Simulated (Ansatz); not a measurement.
## Is Re-Ti-Ti-Re stack of (111) layers a stable metal?

Question: is the lattice of Re-Ti-Ti-Re stack of (111) layers stable, and if so, what are its coupling constant and resistivity?

Main program and level: Ansatz 0.2.0; DFT PBEsol, scalar-relativistic, plane waves, PAW; PAW set soft_1.

Report form: the programs' logs are mostly left out.

## 1. Set-up

The cell holds 4 atoms: 2 Re and 2 Ti. Cell: a = 2.923 Å, b = 2.923 Å, c = 18.159 Å, α = 90.0°, β = 90.0°, γ = 120.0°. Vacuum lies along c.

## 2. Rough relaxation

Large forces or a large pressure at the start call for a first relaxation with loose thresholds.

File input.yaml:

```yaml
crystal:
  lattice:
    - [2.92265, 0.0, 0.0]
    - [-1.46133, 2.53109, 0.0]
    - [0.0, 0.0, 18.15901]
  atoms:
    - { symbol: Re, position: [0.0, 0.0, 0.30287993] }
    - { symbol: Ti, position: [0.33333333, 0.66666667, 0.43429331] }
    - { symbol: Ti, position: [0.66666667, 0.33333333, 0.56570669] }
    - { symbol: Re, position: [0.0, 0.0, 0.69712007] }
  periodic: [true, true, false]
kpoints:
  mp_grid: { grid: [9, 9, 1] }
hamiltonian:
  xc: pbesol
  pseudopotentials: { kind: paw, azcp: { folder: soft_1 }, xc_functional: pbe }
scf:
  occupations: { method: gaussian, width: 0.1 }
output:
  forces: true
  stress: true
  eigenvalues: true
relax:
  adjacent_minimum: "off"
  f_tol: 0.05
  max_steps: 80
  cell: { stress_2d_tol: 0.02 }
```

Started as:

```
ansatz run input.yaml --threads 4 --pin off --max-ram 12288MiB --backend cpu --events-out ev --progress --plain --runs-dir out
```

The job ended after 33 s (4 threads of Arm Neoverse N1, shared host; peak memory 0.67 GiB).

Relaxation path:

| step | energy less that of the first step (eV) | largest force component (eV/Å) | volume (Å³) |
| --- | --- | --- | --- |
| 1 | 0.0000 | 1.2266 | 281.98 |
| 2 | -1.2442 | 0.7849 | 255.16 |
| 3 | -1.4474 | 0.2960 | 239.92 |
| 4 | -1.4761 | 0.0490 | 240.23 |
| 5 | -1.4782 | 0.0172 | 239.12 |
| 6 | -1.4782 | 0.0007 | 239.21 |
| 7* | -1.4748 | 0.0013 | 239.21 |

Relaxation steps marked * repeat the geometry before them on a plane-wave basis chosen anew for their cell, so energy and pressure can jump there.

Forces are held to the 12 operations that the run works with; a distortion that breaks them can't arise in this run.

| cell as run | before | after | change |
| --- | --- | --- | --- |
| a (Å) | 2.923 | 2.692 | -7.9 % |
| b (Å) | 2.923 | 2.692 | -7.9 % |

The atoms that moved most (Å, along periodic axes as changes of fractional coordinates times the final cell, across vacuum about the mean position):

| atom | dx | dy | dz | length |
| --- | --- | --- | --- | --- |
| Re4 | 0.000 | 0.000 | -0.053 | 0.053 |
| Re1 | 0.000 | 0.000 | 0.053 | 0.053 |

Final coordinates:

```xyz
4
Lattice="2.6919 0.0000 0.0000 -1.3459 2.3312 0.0000 0.0000 0.0000 38.1180" Properties=species:S:1:pos:R:3
Re    0.0000    0.0000    5.5528
Ti    0.0000    1.5542    7.8897
Ti    1.3459    0.7771   10.2693
Re    0.0000    0.0000   12.6062
```

Numbers from this step:

* metallic on mesh: yes
* gap on the k-mesh: 0 eV

The relaxation ends with a largest force component of 0.0013 eV/Å.

## 3. Relaxation

The structure is brought to rest under this functional.

input.yaml, the sections that differ from step 2:

```yaml
crystal:
  lattice:
    - [2.6918851902, 2.6588e-06, 0.0]
    - [-1.3459448977, 2.3312396294, 0.0]
    - [0.0, 0.0, 38.1180212893]
  atoms:
    - { symbol: Re, position: [0.0, 0.0, 0.1456736794] }
    - { symbol: Ti, position: [0.3333333333, 0.6666666667, 0.2069798859] }
    - { symbol: Ti, position: [0.6666666667, 0.3333333333, 0.2694092179] }
    - { symbol: Re, position: [0.0, 0.0, 0.3307154244] }
  periodic: [true, true, false]
kpoints:
  mp_grid: { grid: [12, 12, 1] }
relax:
  adjacent_minimum: "off"
  f_tol: 0.005
  max_steps: 80
  cell: { stress_2d_tol: 0.02 }
# hamiltonian, scf, output: as in step 2
```

It took 32 s on 4 threads; peak memory 0.69 GiB; 2.1 min of CPU time.

Step by step:

| step | energy less that of the first step (eV) | largest force component (eV/Å) | volume (Å³) |
| --- | --- | --- | --- |
| 1 | 0.0000 | 0.1361 | 239.21 |
| 2 | -0.0005 | 0.1672 | 237.53 |
| 3 | -0.0032 | 0.0067 | 237.87 |
| 4 | -0.0032 | 0.0017 | 237.93 |
| 5 | -0.0032 | 0.0007 | 237.89 |
| 6 | -0.0031 | 0.0007 | 237.89 |

The log counts 1 steps on a newly chosen plane-wave basis, not all of them marked here; energy and pressure can jump at such steps.

| cell as run | before | after | change |
| --- | --- | --- | --- |
| a (Å) | 2.692 | 2.684 | -0.3 % |
| b (Å) | 2.692 | 2.684 | -0.3 % |

The atoms that moved most (Å, along periodic axes as changes of fractional coordinates times the final cell, across vacuum about the mean position):

| atom | dx | dy | dz | length |
| --- | --- | --- | --- | --- |
| Re4 | 0.000 | 0.000 | 0.017 | 0.017 |
| Re1 | 0.000 | 0.000 | -0.017 | 0.017 |

The relaxed structure:

```xyz
4
Lattice="2.6844 0.0000 0.0000 -1.3422 2.3248 0.0000 0.0000 0.0000 38.1180" Properties=species:S:1:pos:R:3
Re    0.0000    0.0000    5.5360
Ti    0.0000    1.5499    7.8915
Ti    1.3422    0.7749   10.2675
Re    0.0000    0.0000   12.6230
```

The relaxation ends with a largest force component of 7.1e-4 eV/Å.

## 4. Tight relaxation

Phonons are second derivatives about the minimum, so the remaining forces must be small: the thresholds are tightened.

input.yaml, the sections that differ from step 3:

```yaml
crystal:
  lattice:
    - [2.6844447973, 2.6515e-06, 0.0]
    - [-1.3422246949, 2.3247960638, 0.0]
    - [0.0, 0.0, 38.1180212893]
  atoms:
    - { symbol: Re, position: [0.0, 0.0, 0.1452322406] }
    - { symbol: Ti, position: [0.3333333333, 0.6666666667, 0.2070293058] }
    - { symbol: Ti, position: [0.6666666667, 0.3333333333, 0.269359798] }
    - { symbol: Re, position: [0.0, 0.0, 0.3311568632] }
  periodic: [true, true, false]
scf:
  occupations: { method: methfessel_paxton, width: 0.2 }
relax:
  adjacent_minimum: "off"
  f_tol: 0.001
  max_steps: 60
  cell: { stress_2d_tol: 0.002 }
# kpoints, hamiltonian, output: as in step 3
```

Wall time 29 s (4 threads); peak memory 0.69 GiB.

Little changed from the start: no atom moved by 0.005 Å and no cell edge by 0.1 %.

## 5. Phonons: q 2×2×1, k 8×8×1

Couplings are defined for a stable lattice alone, so phonons come first.

File input.yaml:

```yaml
crystal:
  lattice:
    - [2.6847843089, 2.6518e-06, 0.0]
    - [-1.342394451, 2.3250900893, 0.0]
    - [0.0, 0.0, 38.1180212893]
  atoms:
    - { symbol: Re, position: [0.0, 0.0, 0.145304083] }
    - { symbol: Ti, position: [0.3333333333, 0.6666666667, 0.2070963798] }
    - { symbol: Ti, position: [0.6666666667, 0.3333333333, 0.269292724] }
    - { symbol: Re, position: [0.0, 0.0, 0.3310850208] }
  periodic: [true, true, false]
kpoints:
  mp_grid: { grid: [8, 8, 1] }
hamiltonian:
  xc: pbesol
  pseudopotentials: { kind: paw, azcp: { folder: soft_1 }, xc_functional: pbe }
scf:
  occupations: { method: methfessel_paxton, width: 0.2 }
output:
  eigenvalues: true
phonons:
  method: dfpt
  qmesh: [2, 2, 1]
  temperatures: { t_max: 1000, t_step: 50 }
  qpath:
    path:
      - [0.0, 0.0, 0.0]
      - [0.5, 0.0, 0.0]
      - [0.33333333, 0.33333333, 0.0]
      - [0.0, 0.0, 0.0]
    npoints: 10
```

Elapsed: 5.9 min, on 4 threads; peak memory 1.3 GiB; 22 min of CPU time.

Numbers from this step:

| Item | Value |
| --- | --- |
| share of imaginary modes in the plain interpolation between solved wavevectors | 0.2294 |
| highest frequency, solved or plainly interpolated | 297.4 cm⁻¹ |

Solved on the 2×2×1 mesh alone; all other wavevectors are interpolated. The phonon branches at the labelled points (cm⁻¹):

| point | branch 1 | branch 2 | branch 3 | branch 4 | branch 9 | branch 10 | branch 11 | branch 12 |
| --- | --- | --- | --- | --- | --- | --- | --- | --- |
| Γ | -66 | -66 | -34 | -34 | 88 | 88 | 225 | 270 |
| halfway | -53 | -48 | -30 | 10 | 174 | 187 | 232 | 257 |
| M | -56 | -44 | -40 | -29 | 225 | 235 | 257 | 297 |
| halfway | -44 | -42 | 68 | 74 | 226 | 240 | 248 | 291 |
| K | -42 | -20 | 125 | 125 | 196 | 248 | 248 | 283 |
| halfway | -59 | -36 | 24 | 46 | 188 | 218 | 235 | 253 |
| Γ | -66 | -66 | -34 | -34 | 88 | 88 | 225 | 270 |

Among the solved wavevectors the lowest mode, translations apart, is -65.8 cm⁻¹, imaginary.

## 6. Phonons by linear response: q 3×3×1, k 9×9×1

An imaginary mode on so few k-points may come from the sampling, so the phonons are repeated with another q and k mesh.

input.yaml: that of step 5 with these lines changed.

```diff
@@ -12,3 +12,3 @@
 kpoints:
-  mp_grid: { grid: [8, 8, 1] }
+  mp_grid: { grid: [9, 9, 1] }
 hamiltonian:
@@ -22,3 +22,3 @@
   method: dfpt
-  qmesh: [2, 2, 1]
+  qmesh: [3, 3, 1]
   temperatures: { t_max: 1000, t_step: 50 }
```

It took 14 min on 4 threads; peak memory 2 GiB.

Numbers from this step:

* share of imaginary modes in the plain interpolation between solved wavevectors: 0.1255
* highest frequency, solved or plainly interpolated: 315.8 cm⁻¹

Solved on the 3×3×1 mesh alone; all other wavevectors are interpolated. The phonon branches at the labelled points (cm⁻¹):

| point | branch 1 | branch 2 | branch 3 | branch 4 | branch 9 | branch 10 | branch 11 | branch 12 |
| --- | --- | --- | --- | --- | --- | --- | --- | --- |
| Γ | -83 | -83 | -51 | -51 | 65 | 66 | 218 | 267 |
| halfway | -44 | -36 | -28 | 59 | 163 | 199 | 262 | 272 |
| M | -37 | -30 | 55 | 80 | 204 | 232 | 304 | 316 |
| halfway | 63 | 71 | 74 | 75 | 230 | 236 | 294 | 298 |
| K | 90 | 90 | 113 | 113 | 261 | 264 | 264 | 274 |
| halfway | -58 | 32 | 43 | 73 | 168 | 224 | 268 | 275 |
| Γ | -83 | -83 | -51 | -51 | 65 | 66 | 218 | 267 |

The modes has structure finer than the step of the table below, so its rows give means over 10 cm⁻¹, whole bins alone (the curve runs from -93.2 to 335 cm⁻¹). Peaks (cm⁻¹: height): Re -28.6: 0.0373, 30.7: 0.0274, 73.8: 0.0649, 124.9: 0.0262, 168.0: 0.0415; Ti -50.1: 0.0114, 119.6: 0.0236, 146.5: 0.0321, 205.7: 0.0189, 238.1: 0.0527, 270.4: 0.0635, 297.3: 0.0383.

Phonopy on the run's constants, 21x21x1 mesh, Gaussian sigma 3.1 cm⁻¹. Modes against wavenumber; means over each step; values in 1/cm⁻¹/cell:

| wavenumber (cm⁻¹) | Re | Ti |
| --- | --- | --- |
| -80 | 8.1e-4 | 0.00269 |
| -70 | 0.00113 | 0.00253 |
| -60 | 0.00574 | 0.00538 |
| -50 | 0.0175 | 0.0104 |
| -40 | 0.0257 | 0.00790 |
| -30 | 0.0325 | 0.00310 |
| -20 | 0.0254 | 0.00310 |
| -10 | 0.00579 | 4.0e-4 |
| 0 | 0.00114 | 2.4e-4 |
| 10 | 0.00751 | 0.00147 |
| 20 | 0.0108 | 0.00170 |
| 30 | 0.0243 | 0.00358 |
| 40 | 0.0191 | 0.00571 |
| 50 | 0.0193 | 0.00541 |
| 60 | 0.0332 | 0.00815 |
| 70 | 0.0554 | 0.0103 |
| 80 | 0.0505 | 0.0138 |
| 90 | 0.0202 | 0.0116 |
| 100 | 0.0163 | 0.0129 |
| 110 | 0.0153 | 0.0141 |
| 120 | 0.0217 | 0.0222 |
| 130 | 0.0184 | 0.0138 |
| 140 | 0.0183 | 0.0228 |
| 150 | 0.0239 | 0.0297 |
| 160 | 0.0310 | 0.0243 |
| 170 | 0.0377 | 0.0175 |
| 180 | 0.0271 | 0.0165 |
| 190 | 0.0119 | 0.0152 |
| 200 | 0.00407 | 0.0139 |
| 210 | 0.00194 | 0.0142 |
| 220 | 0.00185 | 0.0183 |
| 230 | 0.00310 | 0.0299 |
| 240 | 0.00404 | 0.0440 |
| 250 | 9.7e-4 | 0.0156 |
| 260 | 0.00104 | 0.0160 |
| 270 | 0.00314 | 0.0523 |
| 280 | 8.1e-4 | 0.0264 |
| 290 | 6.4e-4 | 0.0294 |
| 300 | 6.2e-4 | 0.0335 |
| 310 | 2.1e-4 | 0.0167 |
| 320 | 2.4e-5 | 0.00307 |
| 330 | 0 | 4.7e-6 |

No LO-TO term; unit eigenvectors of the mass-weighted matrix. Modes at Γ, with each element's share of the kinetic energy (negative means imaginary):

| mode | frequency (cm⁻¹) | symmetry | Re % | Ti % |
| --- | --- | --- | --- | --- |
| 1 | -83.2 | Eu | 20 | 80 |
| 2 | -83.2 | Eu | 20 | 80 |
| 3 | -51.0 | Eg | 86 | 14 |
| 4 | -51.0 | Eg | 86 | 14 |
| 5 | 0.0 | unnamed | 80 | 20 |
| 6 | 0.0 | unnamed | 80 | 20 |
| 7 | 0.0 | unnamed | 80 | 20 |
| 8 | 65.3 | unnamed | 14 | 86 |
| 9 | 65.3 | unnamed | 14 | 86 |
| 10 | 66.2 | unnamed | 93 | 7 |
| 11 | 217.5 | A2u | 20 | 80 |
| 12 | 266.6 | A1g | 7 | 93 |

Displacements in mode 2 (-83.2 cm⁻¹), the largest set to 1:
```
Re1  0.15 -0.26  0.00
Ti2 -0.57  1.00  0.00
Ti3 -0.57  1.00  0.00
Re4  0.15 -0.26  0.00
```

Displacements in mode 3 (-51.0 cm⁻¹), the largest set to 1:
```
Re1  0.78  1.00  0.00
Ti2 -0.63 -0.80  0.00
Ti3  0.63  0.80  0.00
Re4 -0.78 -1.00  0.00
```

Among the solved wavevectors the lowest mode, translations apart, is -83.2 cm⁻¹, imaginary.

## 7. Electron–phonon run: q 3×3×1, k 9×9×1, scattering 18×18×1

Phonons, couplings and the Boltzmann equation in one run.

input.yaml: that of step 6 with these lines changed.

```diff
@@ -31 +31,4 @@
     npoints: 10
+  electrical_resistivity:
+    mesh: [18, 18, 1]
+    temperatures: [20.0, 50.0, 77.0, 100.0, 150.0, 200.0, 300.0, 400.0, 600.0, 800.0]
```

Wall time 12 min (4 threads); peak memory 2 GiB.

The run ended with an error.

The program's message: “electrical resistivity: the mode of lowest frequency at the wavevector [0.0000, 0.0000, 0.0000] is imaginary, -83.21 cm⁻¹ (written negative): the force constants describe an unstable lattice; relax th …”

The run stops because a mode is imaginary on the scattering mesh, where no scattering rate is defined; denser k meshes, other smearings and, between solved wavevectors, finer q meshes show whether the instability is real.

## 8. What came out

| Item | Value |
| --- | --- |
| phonon run of the rows without a label of their own | PBEsol, q 3×3×1, k 9×9×1 |
| softest mode on the q mesh | -83.2 cm⁻¹ at q = (0, 0, 0) |
| highest frequency, solved or plainly interpolated | 316 cm⁻¹ |

**Reading.** The lattice is dynamically unstable at this level: a mode at q = (0, 0, 0) is imaginary, 83.2i cm⁻¹, so no harmonic coupling constant or resistivity is defined for this structure. These meshes are coarse, and single modes of a metal can move by tens of cm⁻¹ with the k mesh. Spin–orbit coupling, left out here, matters for Re. The phonon runs are not spin-polarised. The PAW files were made for PBE; under other functionals the run regenerates their frozen core. The structure was built by hand as an ordered model, and its stability against other phases was not tested.

[Logs are printed without paths, hosts, clocks, repeated set-up lines and the standing remarks that a program may print on its own settings, such as how far it seeks lower states.]

[Hosts, paths, dates, database ids (printed as entryN), source tags and the programs' standing remarks are cut or masked in the printed files.]
